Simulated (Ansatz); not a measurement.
# A hypothetical structure for Cd3Cu, part 2 of 2

This structure for Cd3Cu is made up. Its elements were placed in a known structure type with a cell scaled to their sizes. What cell does the guess relax to, and how far off was it?

Ansatz 0.2.0; DFT, PBE, plane-wave PAW, files of the set soft_1, scalar-relativistic, ferromagnetic start, cell and ions relaxed at zero pressure; PAW set soft_1 (the session's first sound run).

So far: The starting structure; Relaxation of the guess. The relaxed cell has a = 4.262 Å (conventional setting).

## Step 3: Electronic structure of the relaxed cell

With the geometry fixed, one more self-consistent run, with a narrower smearing and the mesh shown in its input, gives the bands, and its pressure, and its forces where symmetry allows any, show how far the geometry depends on these settings.

This step: DFT, PBE, plane-wave PAW, files of the set soft_1, scalar-relativistic, no spin, bands and density of states at the relaxed cell; PAW set soft_1 (Ansatz 0.2.0).

File input.yaml:

```yaml
crystal:
  lattice:
    - [4.2615195739, 0.0, 0.0]
    - [0.0, 4.2615195739, 0.0]
    - [0.0, 0.0, 4.2615195739]
  atoms:
    - { symbol: Cd, position: [0.5, 0.5, 0.0] }
    - { symbol: Cd, position: [0.5, 0.0, 0.5] }
    - { symbol: Cd, position: [0.0, 0.5, 0.5] }
    - { symbol: Cu, position: [0.0, 0.0, 0.0] }
kpoints:
  mp_grid: { grid: [8, 8, 8] }
  band_path:
    path:
      - [[0.0, 0.0, 0.0], [0.0, 0.5, 0.0], [0.5, 0.5, 0.0], [0.0, 0.0, 0.0], [0.5, 0.5, 0.5], [0.0, 0.5, 0.0]]
      - [[0.5, 0.5, 0.0], [0.5, 0.5, 0.5]]
    npoints: 13
scf:
  occupations: { method: fermi_dirac, width: 0.03 }
  n_extra_bands: 8
hamiltonian:
  xc: pbe
  pseudopotentials: { kind: paw, azcp: { folder: soft_1 } }
output:
  forces: true
  stress: true
  write_bands: true
  dos: { projected: true }
  write_density: true
  write_potential: true
  elf: true
  volumetric_format: npy
```

The run is started by

```console
ansatz run input.yaml --threads 4 --pin off --max-ram 8192MiB --backend cpu --events-out ev --progress --plain --runs-dir out
```

Numbers of over 12 decimals in the logs are rounded to 6 here.

Log:

```text
[...]
Crystal: 4 atoms, lattice volume = 77.392 Å³
Basis set: ecut = 420 eV, 1503 PW (Γ), exchange–correlation on 60×60×60 points (8 copies of the dense FFT grid, shifted against one another)
Bands: 48, of which v1, the nominal top of the filled ones, is band 40 counted from 1 (39 counted from 0)
Symmetry: 48 space group operations
[...]
k-points: 35 of 512
[...]
SCF iter   1: F=—  HF=-31390.852696 eV  |F-HF|=—  |Δ(HF+E_count)|=         —  Δρ=2.33e-1  dr2=3.16e1  ethr=3.10e-3  ⟨swp⟩=5.6  Hψ=5647  notcnv=0
[...]
SCF iter  11: F=-31388.395086 eV  HF=-31388.395086 eV  |F-HF|=2.43e-8  |Δ(HF+E_count)|=   5.48e-8  Δρ=6.50e-6  dr2=2.51e-8  ethr=1.27e-10  ⟨swp⟩=12.5  Hψ=9902  notcnv=0
SCF 1 converged in 11 iterations: F = -31388.395086 eV  dr2 = 2.51e-8
[...]
NSCF: frozen V_eff on 80 k-points
SCF converged after 11 iterations
Free energy (F): -31388.395086 eV
[...]
Internal energy: -31388.391083 eV  (E = F + TS)
E sigma→0 (E₀):  -31388.393084 eV
Entropy (-TS):   -0.004003 eV (-1.001 meV/atom)
Fermi energy:    14.780729 eV
[...]
--- Stress (GPa, compression-positive) ---
       -0.578664       0.000000       0.000000
       -0.000000      -0.578664       0.000000
        0.000000       0.000000      -0.578664
  P = ⅓ Tr σ = -0.5787 GPa (-5.787 kbar)
--- Band table (eV; the first three rows and the last of 35) ---
  k-point 0: bands = [... 36 lower, 12.1650, 14.2539, 14.2539, 14.2539, 17.1313, 17.1313, 17.2431, 22.2455, ... 4 higher]
  k-point 1: bands = [... 36 lower, 12.1632, 13.2000, 14.5177, 14.5177, 17.1884, 17.2632, 18.5493, 21.6704, ... 4 higher]
  k-point 2: bands = [... 36 lower, 12.1587, 12.2764, 15.2232, 15.2232, 17.3616, 17.4395, 20.3642, 20.3642, ... 4 higher]
  k-point 34: bands = [... 36 lower, 12.1872, 12.7357, 12.7357, 12.7357, 14.3900, 14.3900, 14.3900, 14.7513, ... 4 higher]
```

Run time: 3.7 s. Hardware: 4 threads of Intel Xeon Platinum 8259CL at 2.50GHz (Skylake/Cascade Lake), shared host; peak memory 0.56 GiB.

The column dr2 measures how far the density is from self-consistency, as an energy; F and HF (Harris–Foulkes) agree once it is small.

This step gave:

| Quantity | Value |
| --- | --- |
| free energy | -31388.3951 eV |
| energy at zero smearing | -31388.3931 eV |
| smearing term TS | 0.004003 eV |
| Fermi energy | 14.78 eV |
| pressure | -0.5787 GPa |

From bands.tsv, the bands that come nearest the Fermi level along the path, at its corners, in eV from the Fermi level:

```
point  band 37  band 38  band 39  band 40  band 41  band 42  band 43  band 44
    Γ    -2.62    -0.53    -0.53    -0.53     2.35     2.35     2.46     7.46
    X    -2.64    -2.63     2.54     2.54     2.88     2.88     3.04     3.13
    M    -2.84    -2.65    -2.31    -2.11     5.25     5.36     5.36     5.38
    Γ    -2.62    -0.53    -0.53    -0.53     2.35     2.35     2.46     7.46
    R    -2.59    -2.05    -2.05    -2.05    -0.39    -0.39    -0.39    -0.03
    X    -2.64    -2.63     2.54     2.54     2.88     2.88     3.04     3.13
    M    -2.84    -2.65    -2.31    -2.11     5.25     5.36     5.36     5.38
    R    -2.59    -2.05    -2.05    -2.05    -0.39    -0.39    -0.39    -0.03
```

Valence density in the ac plane at fractional y = 0.000, with atoms of Cd and Cu within 0.2 Å of it. It is the smooth field of the valence electrons, not physical close to the nuclei.

Ten steps, logarithmic in the rise over the least value, from '_' (0 e/Å³) to '@' (62 e/Å³), each cell a mean:
```
%%**::________________..==##
++==..__________________::==
....______________________..
____________......__________
__________::--==--..________
________..==****++--..______
________::++####**==..______
________::++**##**--..______
________..--++++==::________
__________..::::..__________
..__________________________
--::..__________________..::
##**::________________..==**
@@##--..______________..++%%
```
Columns run along a (4.3 Å), rows up along c (4.3 Å). Atoms in or near the plane, at fractional coordinates: Cd at (0.50, 0.50), Cu at (0.00, 0.00).

ELF in the ac plane at fractional y = 0.000, with atoms of Cd and Cu within 0.2 Å of it. It is the smooth field of the valence electrons, not physical close to the nuclei.

Ten even steps from '0' (0.16) to '9' (0.94), each cell a mean:
```
41000000000002
00000000000000
00000000000000
00000011000000
00000122210000
00001357520000
00001489721000
00001378521000
00000234310000
00000011100000
00000000000000
00000000000000
20000000000001
72000000000004
```
Columns run along a (4.3 Å), rows up along c (4.3 Å). Atoms in or near the plane, at fractional coordinates: Cd at (0.50, 0.50), Cu at (0.00, 0.00).

Electrostatic potential energy in the ac plane at fractional y = 0.000, with atoms of Cd and Cu within 0.2 Å of it. With pseudopotentials it is smooth inside the atoms' cores, unlike the true potential.

Ten even steps from '0' (-46 eV) to '9' (18 eV), each cell a mean:
```
00489999999720
23799999999852
77999999999987
99999877789999
99998655578999
99997544457999
99986533457999
99986543457999
99997655568999
99999766789999
88999988999998
45899999999974
01589999999730
00489999999720
```
Columns run along a (4.3 Å; values clipped at the 3rd and 97th percentile), rows up along c (4.3 Å). Atoms in or near the plane, at fractional coordinates: Cd at (0.50, 0.50), Cu at (0.00, 0.00).

## Step 4: What came out

| Item | Value |
| --- | --- |
| space group, relaxed | Pm-3m |
| conventional cell | a = 4.262, b = 4.262, c = 4.262 Å; α = 90.0°, β = 90.0°, γ = 90.0° |
| volume per atom | 19.35 Å³ (guess 19.03) |
| total moment | 0.00 μB in the cell of 4 atoms |

**Reading.** Cd3Cu relaxes to Pm-3m with a = 4.262, b = 4.262 and c = 4.262 Å. The guessed volume was 2 % too small. The space group Pm-3m was held in the relaxation, so the end point is a stationary structure within it and may be a saddle against distortions or other arrangements. The moments died out from this one start and weren't seeded again at the relaxed cell. Bands cross the Fermi level, so it is a metal or semimetal at this level. The electron count is odd, which forces that without spin polarisation or a larger cell. On the 8×8×8 mesh with the narrower smearing (relaxed on 6×6×6) the forces vanish, as symmetry may demand, and the largest stress component is 0.579 GPa, against the relaxation's thresholds of 0.015 eV/Å and 0.05 GPa. The cutoff wasn't tested. No dispersion term is used, so weakly bound directions may come out too long. Nothing here tests whether the compound is stable against decomposition.

[Logs are printed without paths, hosts, clocks, repeated set-up lines and the standing remarks that a program may print on its own settings, such as how far it seeks lower states.]

[Hosts, paths, dates, database ids (printed as entryN), source tags and the programs' standing remarks are cut or masked in the printed files.]
